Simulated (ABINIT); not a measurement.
# A GW chain in ABINIT: CsSrF3 (Pm-3m), part 3 of 3

Aim: the G0W0 gap of CsSrF3 (Pm-3m) on LDA, step by step.

ABINIT 10.8.3; LDA and many-body steps on it, plane waves. Known limits of the many-body steps: not at the basis limit; no spin-orbit coupling; coarse k mesh.

So far. Step 4 (Empty states on the mesh, 2×2×2 mesh, 99 bands): On this mesh the gap is 6.076 eV. Step 5 (Screening, 2×2×2 mesh, 91 bands, screening to 106.1 eV): Local fields lower ε∞ by 10 %. On a Γ-centred mesh this coarse the value itself is usually too large, while a short band sum pulls it down.

## 6. Self-energy, 2×2×2 mesh, 91 bands, screening to 106.1 eV

The self-energy is evaluated for the states that the input lists, and the levels follow from it, in one-shot runs by the linearised quasiparticle equation.

This step: G0W0 on LDA, plane waves, norm-conserving pseudopotentials.

Contents of run.abi:

```
acell 3*1.0 Angstrom
rprim 
  4.763247010000 0.000000000000 0.000000000000
  0.000000000000 4.763247010000 0.000000000000
  0.000000000000 0.000000000000 4.763247010000
ntypat 3
znucl 55 38 9
natom 5
typat 1 2 3 3 3
xred 
  0.000000000000 0.000000000000 0.000000000000
  0.500000000000 0.500000000000 0.500000000000
  0.000000000000 0.500000000000 0.500000000000
  0.500000000000 0.000000000000 0.500000000000
  0.500000000000 0.500000000000 0.000000000000
pp_dirpath "pseudos"
pseudos "Cs.upf, Sr.upf, F.upf"
ecut 36
ngkpt 2 2 2
nshiftk 1
shiftk 0 0 0
kptopt 1
chksymbreak 0
istwfk *1
occopt 1
irdwfk 1
optdriver 4
nband 91
gwcalctyp 0
ecutsigx 36
symsigma 1
nkptgw 1
kptgw 
  0.0000000000 0.0000000000 0.0000000000
bdgw 
  18 23
ecuteps 3.9
irdscr 1
ppmodel 1
indata_prefix "in"
outdata_prefix "out"
tmpdata_prefix "tmp"
```

Command:

```sh
> OMP_NUM_THREADS=1 mpirun -n 8 abinit run.abi > log
```

Numbers of over 12 decimals in the logs are rounded to 6 here.

The program printed:

```text
.Version 10.8.3 of ABINIT. v10.8.2 released Aug 2026.

 Symmetries : space group Pm -3 m (#221); Bravais cP (primitive cubic)
[... echo of the input left out ...]
== DATASET  1 ==================================================================
-   mpi_nproc: 8, omp_nthreads: 1 (-1 if OMP is not activated)

--- !DatasetInfo
iteration_state: {dtset: 1, }
dimensions: {natom: 5, nkpt: 4, mband: 91, nsppol: 1, nspinor: 1, nspden: 1, mpw: 7568, }
cutoff_energies: {ecut:  36.0, pawecutdg:  -1.0, }
electrons: {nelect:   4.00000000E+01, charge:   0.00000000E+00, occopt:   1.00000000E+00, tsmear:   1.00000000E-02, }

 SIGMA: Calculation of the GW corrections

 Based on a program developped by R.W. Godby, V. Olevano, G. Onida, and L. Reining.
 Incorporated in ABINIT by V. Olevano, G.-M. Rignanese, and M. Torrent.
.Using double precision arithmetic ; gwpc =  8

[... cell and pseudopotentials left out ...]
--------------------------------------------------------------------------------

 ==== K-mesh for the wavefunctions ====
 Number of points in the irreducible wedge :     4
[... list of points left out ...]
 Together with 48 symmetry operations and time-reversal symmetry
 yields     8 points in the full Brillouin Zone.

 ==== Q-mesh for screening function ====
 Number of points in the irreducible wedge :     4
[... list of points left out ...]
 Together with 48 symmetry operations and time-reversal symmetry
 yields     8 points in the full Brillouin Zone.

 vcoul_init : cutoff-mode = AUXILIARY_FUNCTION
 q-points for optical limit:   1
     1)      0.000010    0.000020    0.000030
 setmesh: FFT mesh size selected  =    50x   50x   50
          total number of points  =       125000

 Number of electrons calculated from density =   40.0000; Expected =   40.0000
 average of density, n =  0.054847
 r_s =    1.6327
 omega_plasma =   22.5909 [eV]

 === KS Band Gaps ===
  >>>> For spin  1
   Minimum direct gap =   6.0761 [eV], located at k-point      :   0.0000  0.0000  0.0000
   Fundamental gap    =   6.0761 [eV], Top of valence bands at :   0.0000  0.0000  0.0000
                                       Bottom of conduction at :   0.0000  0.0000  0.0000
 SIGMA fundamental parameters:
 PLASMON POLE MODEL  1
 number of plane-waves for SigmaX                 7497
 number of plane-waves for SigmaC and W            257
 number of plane-waves for wavefunctions          7497
 number of bands                                    91
 number of independent spin polarizations            1
 number of spinorial components                      1
 number of k-points in IBZ                           4
 number of q-points in IBZ                           4
 number of symmetry operations                      48
 number of k-points in BZ                            8
 number of q-points in BZ                            8
 number of frequencies for dSigma/dE                 9
 frequency step for dSigma/dE [eV]                0.25
 number of omega for Sigma on real axis              0
 max omega for Sigma on real axis  [eV]           0.00
 zcut for avoiding poles [eV]                     0.10

 EPSILON^-1 parameters (SCR file):
 dimension of the eps^-1 matrix on file            257
 dimension of the eps^-1 matrix used               257
 number of plane-waves for wavefunctions          7497
 number of bands                                    91
 number of q-points in IBZ                           4
 number of frequencies                               2
 number of real frequencies                          1
 number of imag frequencies                          1

 matrix elements of self-energy operator (all in [eV])

 Perturbative Calculation

--- !SelfEnergy_ee
iteration_state: {dtset: 1, }
kpoint     : [   0.000,    0.000,    0.000, ]
spin       : 1
KS_gap     :    6.076
QP_gap     :    9.580
Delta_QP_KS:    3.504
data: !SigmaeeData |
     Band     E0 <VxcDFT>   SigX SigC(E0)      Z dSigC/dE  Sig(E)    E-E0       E
       18  -0.049 -22.169 -29.627   5.257   0.797  -0.255 -23.923  -1.754  -1.803
       19  -0.049 -22.169 -29.627   5.257   0.797  -0.255 -23.923  -1.754  -1.803
       20  -0.049 -22.169 -29.627   5.257   0.797  -0.255 -23.923  -1.754  -1.803
       21   6.027  -8.532  -3.827  -2.733   0.887  -0.127  -6.782   1.750   7.777
       22   7.583  -8.104  -3.462  -2.644   0.886  -0.129  -6.334   1.770   9.353
       23   7.583  -8.104  -3.462  -2.644   0.886  -0.129  -6.334   1.770   9.353

== END DATASET(S) ==============================================================
================================================================================

 -outvars: echo values of variables after computation  --------
           etotal      0.0000000000E+00
            nband          91
             nkpt           4
          spgroup         221
 [... the other variables as echoed above ...]

 Calculation completed.
```

The job ended after 7.7 s (8 MPI ranks of Arm Neoverse N1, shared host; peak memory 1.4 GiB).

Numbers from this step:

```yaml
g0w0_gap_on_the_points_computed: 9.58 eV
starting_gap_on_the_mesh: 6.076 eV
k_of_the_valence_top: 0, 0, 0
k_of_the_conduction_bottom: 0, 0, 0
z_at_the_valence_top: 0.797
z_at_the_conduction_bottom: 0.887
least_direct_g0w0_gap_on_the_computed_points: 9.58 eV
```

The gap on the mesh goes from 6.08 eV to 9.58 eV, a correction of +3.50 eV.

Limits: finite bands, cutoff and mesh; no spin-orbit coupling; coarse k mesh. v1 is the top filled band, c1 the lowest empty one. Levels before and after the correction, in eV, zero at the valence-band top of each column:

```csv
,conduction bottom,valence top
Kohn-Sham,6.08,0.00
G0W0,9.58,0.00
```

```
             level  energy (eV)
Kohn-Sham  Γ v3-v1        0.000
Kohn-Sham     Γ c1        6.076
Kohn-Sham  Γ c2-c3        7.631
     G0W0  Γ v3-v1        0.000
     G0W0     Γ c1        9.580
     G0W0  Γ c2-c3       11.156
```

## 7. Where the time went

Times are wall times on the hardware named with each run, good to a factor of about two.

```csv
step,time,share,memory (GiB)
ground state,36 s,21 %,0.68
bands along the symmetry lines,75 s,44 %,0.7
empty states on the mesh,35 s,21 %,0.36
screening,18 s,11 %,2.0
self-energy,7.7 s,4 %,1.4
```

## 8. What came out

```json
{
 "LDA gap": "6.08 eV, direct",
 "G0W0 gap on the mesh": "9.58 eV",
 "GW settings": "2×2×2 mesh, 91 bands, screening to 106.1 eV, Godby-Needs plasmon pole",
 "known limits": "not at the basis limit; no spin-orbit coupling; coarse k mesh"
}
```

In words: G0W0 moves the gap on the mesh from 6.08 eV to 9.58 eV (+3.50 eV), with Z of 0.80 and 0.89 at the edges. Local fields lower the RPA ε∞ on this mesh from 2.51 to 2.27; a Γ-centred mesh this coarse tends to raise both, most where the direct gap is narrow, while a short band sum lowers them. Only 1 of the mesh's irreducible points was corrected, so a valley elsewhere could overtake. The dearest step here is «bands along the symmetry lines». Bands and cutoff are finite, so the gap is not at the basis limit. The miss can reach some tenths of an eV and take either sign; the mesh is an error of its own. In the G0W0 run levels were corrected at 1 k point alone, so a gap called «on the mesh» is the least over those, and an edge elsewhere would be missed. The 2×2×2 mesh is coarse for this cell, which bears on the long-range parts of exchange and screening. This is the ideal cubic cell; many perovskites, halides above all, are cubic only on average, and local tilts or off-centring can widen the gap. The many-body steps are scalar-relativistic: spin-orbit coupling is not in them.

[Paths, hosts, dates, memory and timing lines, banners, echoed tables and standing remarks are left out of the program output.]

[Logs are printed without paths, hosts, clocks, repeated set-up lines and the standing remarks that a program may print on its own settings, such as how far it seeks lower states.]

[Runs of the session that timed out or met a known fault of the program may be left out.]

[Hosts, paths, dates, database ids (printed as entryN), source tags and the programs' standing remarks are cut or masked in the printed files.]

[G0W0 gaps are taken among the corrected bands and points alone; a level outside them can change the order at an edge.]

[Where Ansatz stands beside ABINIT at settings called matched, ABINIT's density can come from a denser mesh and the files from another edition; pairs whose starting gaps differed by over 0.03 eV were left out, so agreement reads better than it is.]
